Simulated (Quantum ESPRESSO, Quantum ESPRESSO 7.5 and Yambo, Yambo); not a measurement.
# WS2 (Tungstenite): Bethe-Salpeter spectra with Yambo

How far does the k mesh set the exciton binding of WS2 (Tungstenite)?

Program: Quantum ESPRESSO 7.5 and Yambo 5.3.0. Level of theory: PBE and many-body steps on it, plane waves. Results are calculated unless marked as measured.

## (1) Set-up

The structure is hexagonal, space group P6_3/mmc (No. 194). The conventional cell has a = 3.153 Å, b = 3.153 Å, c = 12.323 Å, α = 90.00°, β = 90.00°, γ = 120.00°. W has 6 S at 2.40 Å nearest. Nearest to S lie 3 W at 2.40 Å. Farther neighbours and most contacts between anions are not listed.

The cell and positions come from the Crystallography Open Database and are kept as given unless a step says otherwise. Spin-orbit coupling is left out unless a step names it.

## (2) Empty states on the mesh, 3×3×1 mesh, 111 bands

This step: Quantum ESPRESSO 7.5; DFT, PBE, plane waves, norm-conserving pseudopotentials.

The sums over transitions need many empty states on a uniform mesh; this step solves for them.

pw.in reads:

```
&control
  calculation = 'nscf'
  prefix = 'x'
  outdir = 'o'
  pseudo_dir = 'pseudo'
/
&system
  ibrav = 0
  nat = 6
  ntyp = 2
  ecutwfc = 62.0
  nbnd = 111
  force_symmorphic = .true.
/
&electrons
  conv_thr = 1e-9
  electron_maxstep = 80
  diago_full_acc = .true.
  diago_thr_init = 5e-6
/
ATOMIC_SPECIES
  W 183.84 W.upf
  S 32.06 S.upf
CELL_PARAMETERS angstrom
  3.1532000000 0.0000000000 0.0000000000
  -1.5766000000 2.7307513032 0.0000000000
  0.0000000000 0.0000000000 12.3230000000
ATOMIC_POSITIONS crystal
  W 0.3333333333 0.6666666667 0.2500000000
  W 0.6666666667 0.3333333333 0.7500000000
  S 0.3333333333 0.6666666667 0.6225000000
  S 0.6666666667 0.3333333333 0.1225000000
  S 0.3333333333 0.6666666667 0.8775000000
  S 0.6666666667 0.3333333333 0.3775000000
K_POINTS automatic
  3 3 1 0 0 0
```

The run is started by

```
$ OMP_NUM_THREADS=1 mpirun -n 8 pw.x -nk 4 -in pw.in > pw.out
```

The program printed:

```text
Program PWSCF v.7.5 starts

     This program is part of the open-source Quantum ESPRESSO suite
     for quantum simulation of materials; please cite
         "P. Giannozzi et al., J. Phys.:Condens. Matter 21 395502 (2009);
         "P. Giannozzi et al., J. Phys.:Condens. Matter 29 465901 (2017);
         "P. Giannozzi et al., J. Chem. Phys. 152 154105 (2020);
     in publications or presentations arising from this work. More details at

     Atomic positions and unit cell read from directory:
     o/x.save/

     Message from routine setup:
[...]
49.4361  49.6088  50.5618  50.9262  51.4826  51.5155  51.5199

          k = 0.3333 0.5774 0.0000 (  5862 PWs)   bands (ev):

[...]
43.4065  43.4065  44.3228  44.3228  45.6841  46.0449  46.6696  46.6696
    46.8323  46.8597  46.8597  46.9967  47.6192  47.6192  48.6753  49.2651
    49.2651  49.4536  49.4536  49.6758  49.9659  50.1128  50.5432

     highest occupied, lowest unoccupied level (ev):    11.7694   13.0744

     XML data file, pseudopotentials, collected wavefunctions

=------------------------------------------------------------------------------=
   JOB DONE.
=------------------------------------------------------------------------------=
```

The job ended after 3.9 s (8 MPI ranks of Intel Xeon 6975P-C (Granite Rapids), shared host; peak memory 0.62 GiB; 23 s of CPU time).

Numbers from this step:

* gap: 1.305 eV
* k of the valence top: 0, 0, 0
* k of the conduction bottom: 0.3333, 0.3333, 0
* least direct gap: 1.837 eV
* k points computed: 3
* lowest point of the top converged band, above the valence top: 38.77 eV

On this mesh the gap is 1.305 eV.

The density comes from a self-consistent run that is not shown.

## (3) Conversion and set-up

This step: Yambo 5.3.0; conversion and set-up on PBE, plane waves, norm-conserving pseudopotentials.

The states are converted to the many-body program's format and the q mesh is built.

The run is started by

```
$ (cd o/x.save; p2y > p2y.log; mv SAVE ../..); yambo > setup.log
```

The program printed:

```text
 Yambo, version 5.3.0

 [02] CORE Variables Setup
 =========================

  [02.01] Unit cells
  ==================

  Cell kind             :  HCP
  Atoms in the cell     :  W  S
  number of W  atoms    :  2
  number of S  atoms    :   4

  List of atomic masses
  Mass of W     :  183.8400
  Mass of S     :  32.06000

  List of atomic coordinates    : [cc]
  W1       : -0.29793E-09   3.4402       5.8218      order 1
  W2       :   2.97934   1.72012  17.46532  order 2
  S1       : -0.29793E-09   3.4402       14.496      order 3
[...]
0.000000  0.000000  0.000000  0.000000  0.000000  0.000000  0.000000  0.000000

 [03] Transferred momenta grid and indexing
 ==========================================

 IBZ Q-points                                      :  3
 BZ  Q-points                                      :   9

 K/Q-points units:
 rlu = crystal or reduced units; cc = cartesian coordinates; iku = interal k-units

 Q [1]          [rlu]:  0.000000  0.000000  0.000000
 Q [2]          [rlu]:  0.30223E-17  0.33333       0.0000
 Q [3]          [rlu]:  0.333333  0.333333  0.000000

  [03.01] X indexes
  =================

   [03.01.01] Sigma indexes
   ========================

 [06] Game Over & Game summary
```

Run time: 2.2 s. Hardware: 1 MPI rank; peak memory 0.24 GiB.

## (4) Screening and self-energy, 3×3×1 mesh, 111 bands, screening to 95.2 eV

G0W0 replaces the xc potential by the self-energy, built once from these orbitals. Only a window of levels is corrected, while the sums run over the empty bands that the input names.

This step: G0W0 on PBE, plane waves, norm-conserving pseudopotentials.

gw1.in reads:

```
HF_and_locXC
gw0
dyson
ppa
em1d
rim_cut
RandQpts= 1000000
RandGvec= 1 RL
EXXRLvcs= 62 Ry
VXCRLvcs= 248 Ry
Chimod= "HARTREE"
% BndsRnXp
 1 | 111 |
%
NGsBlkXp= 7 Ry
% LongDrXp
 1 | 1 | 1 |
%
% GbndRnge
 1 | 111 |
%
DysSolver= "n"
ExtendOut
PPAPntXp= 27.21138 eV
% QPkrange
 1 | 1 | 25 | 28 |
 3 | 3 | 25 | 28 |
%
```

The run is started by

```
$ OMP_NUM_THREADS=2 mpirun -n 4 yambo -F gw1.in -J gw1 -C gw1 > gw1.log
```

The program printed:

```text
 Yambo, version 5.3.0

 [02] CORE Variables Setup
 =========================

  [... cell, symmetries and grids as in the set-up ...]

  [02.05] Energies & Occupations
  ==============================

  [X] === General ===
  [X] Electronic Temperature                        :  0.000000  0.000000 [eV K]
  [X] Bosonic    Temperature                        :  0.000000  0.000000 [eV K]
  [X] Finite Temperature mode                       : no
  [X] El. density                                   :  0.49006E+24 [cm-3]
[...]
QP @ state[ 1 ] b range                          :  25  28
   QP @ state[ 2 ] K range                          :  3  3
   QP @ state[ 2 ] b range                          :  25  28
   GF energies kind                                 : Perdew, Burke & Ernzerhof(X)+Perdew, Burke & Ernzerhof(C)
   GF WF`s kind                                     : Perdew, Burke & Ernzerhof(X)+Perdew, Burke & Ernzerhof(C)
   Xs energies kind                                 : Perdew, Burke & Ernzerhof(X)+Perdew, Burke & Ernzerhof(C)
   Xs WF`s kind                                     : Perdew, Burke & Ernzerhof(X)+Perdew, Burke & Ernzerhof(C)

 [11] Game Over & Game summary
```

Elapsed: 11 s, on 4 MPI ranks; peak memory 1.5 GiB; 52 s of CPU time.

This step gave:

```
G0W0 gap on the points computed              : 2.015 eV
starting gap on the mesh                     : 1.305 eV
k of the valence top                         : 0, 0, 0
k of the conduction bottom                   : 0.3333, 0.3333, 0
least direct G0W0 gap on the computed points : 2.582 eV
```

The gap on the mesh goes from 1.31 eV to 2.01 eV, a correction of +0.71 eV.

The gap opens by 0.710 eV; the next steps shift the empty bands rigidly by 0.745 eV, the correction at the start's least direct gap. The exciton steps add spin-orbit coupling, which this shift does not hold.

## (5) Empty states on the mesh, 3×3×1 mesh, 100 bands

This step: Quantum ESPRESSO 7.5; DFT, PBE with spin-orbit coupling, plane waves, norm-conserving pseudopotentials.

Changes to pw.in since step 2:

```diff
@@ -11,4 +11,6 @@
   ecutwfc = 62.0
-  nbnd = 111
+  nbnd = 100
   force_symmorphic = .true.
+  noncolin = .true.
+  lspinorb = .true.
 /
```

The run is started by

```
$ OMP_NUM_THREADS=1 mpirun -n 8 pw.x -nk 4 -in pw.in > pw.out
```

The program printed:

```text
[banner, memory and clock lines left out]
Program PWSCF v.7.5 starts

     Atomic positions and unit cell read from directory:
     o/x.save/

     Message from routine setup:
     using ibrav=0 with symmetry is DISCOURAGED, use correct ibrav instead

     Message from routine divide_et_impera:
     suboptimal parallelization: some nodes have no k-points

     bravais-lattice index     =            0
     lattice parameter (alat)  =       5.9587  a.u.
     unit-cell volume          =     716.0556 (a.u.)^3
     number of atoms/cell      =            6
[...]
-3.8663  -3.8663  -3.6345  -3.6345  -2.3220  -2.3220  -1.8835  -1.8835
[...]
24.3135  24.3136  24.4869  24.4869

          k = 0.0000 0.3849 0.0000 (  5917 PWs)   bands (ev):

[...]
25.0238  25.0238  25.1639  25.1641

          k = 0.3333 0.5774 0.0000 (  5862 PWs)   bands (ev):

[...]
22.0585  22.0585  22.2176  22.2176  22.4010  22.4010  22.6333  22.6333
    22.8558  22.8558  23.4531  23.4531  23.8215  23.8215  23.9075  23.9076
    24.3852  24.3853  24.4303  24.4303

     highest occupied, lowest unoccupied level (ev):    11.7931   13.0264

     XML data file, pseudopotentials, collected wavefunctions
```

It took 8.3 s on 8 MPI ranks; peak memory 0.85 GiB.

This step gave:

```
gap                                                           : 1.233 eV
k of the valence top                                          : 0, 0, 0
k of the conduction bottom                                    : 0.3333, 0.3333, 0
least direct gap                                              : 1.649 eV
k points computed                                             : 3
lowest point of the top converged band, above the valence top : 12.64 eV
```

On this mesh the gap is 1.233 eV.

The density comes from a self-consistent run that is not shown, made with spin-orbit coupling and fully relativistic files.

## (6) Conversion and set-up

This step: Yambo 5.3.0; conversion and set-up on PBE with spin-orbit coupling, plane waves, norm-conserving pseudopotentials.

The run is started by

```
$ (cd o/x.save; p2y > p2y.log; mv SAVE ../..); yambo > setup.log
```

The program printed:

```text
 Yambo, version 5.3.0

 [02] CORE Variables Setup
 =========================

  [02.01] Unit cells
  ==================

  Cell kind             :  HCP
  Atoms in the cell     :  W  S
  number of W  atoms    :  2
  number of S  atoms    :   4

  List of atomic masses
  Mass of W     :  183.8400
  Mass of S     :  32.06000

  List of atomic coordinates    : [cc]
  W1       : -0.29793E-09   3.4402       5.8218      order 1
  W2       :   2.97934   1.72012  17.46532  order 2
  S1       : -0.29793E-09   3.4402       14.496      order 3
[...]
0.000000  0.000000  0.000000  0.000000

 [03] Transferred momenta grid and indexing
 ==========================================

 IBZ Q-points                                      :  3
 BZ  Q-points                                      :   9

 K/Q-points units:
 rlu = crystal or reduced units; cc = cartesian coordinates; iku = interal k-units

 Q [1]          [rlu]:  0.000000  0.000000  0.000000
 Q [2]          [rlu]:  0.30223E-17  0.33333       0.0000
 Q [3]          [rlu]:  0.333333  0.333333  0.000000

  [03.01] X indexes
  =================

   [03.01.01] Sigma indexes
   ========================

 [06] Game Over & Game summary
```

It took 3.2 s on 1 MPI rank; peak memory 0.24 GiB.

[end of part 1 of 3]

[Paths, hosts, dates, memory and timing lines, banners, echoed tables and standing remarks are left out of the program output.]

[Logs are printed without paths, hosts, clocks, repeated set-up lines and the standing remarks that a program may print on its own settings, such as how far it seeks lower states.]

[Runs of the session that timed out or met a known fault of the program may be left out.]

[Hosts, paths, dates, database ids (printed as entryN), source tags and the programs' standing remarks are cut or masked in the printed files.]
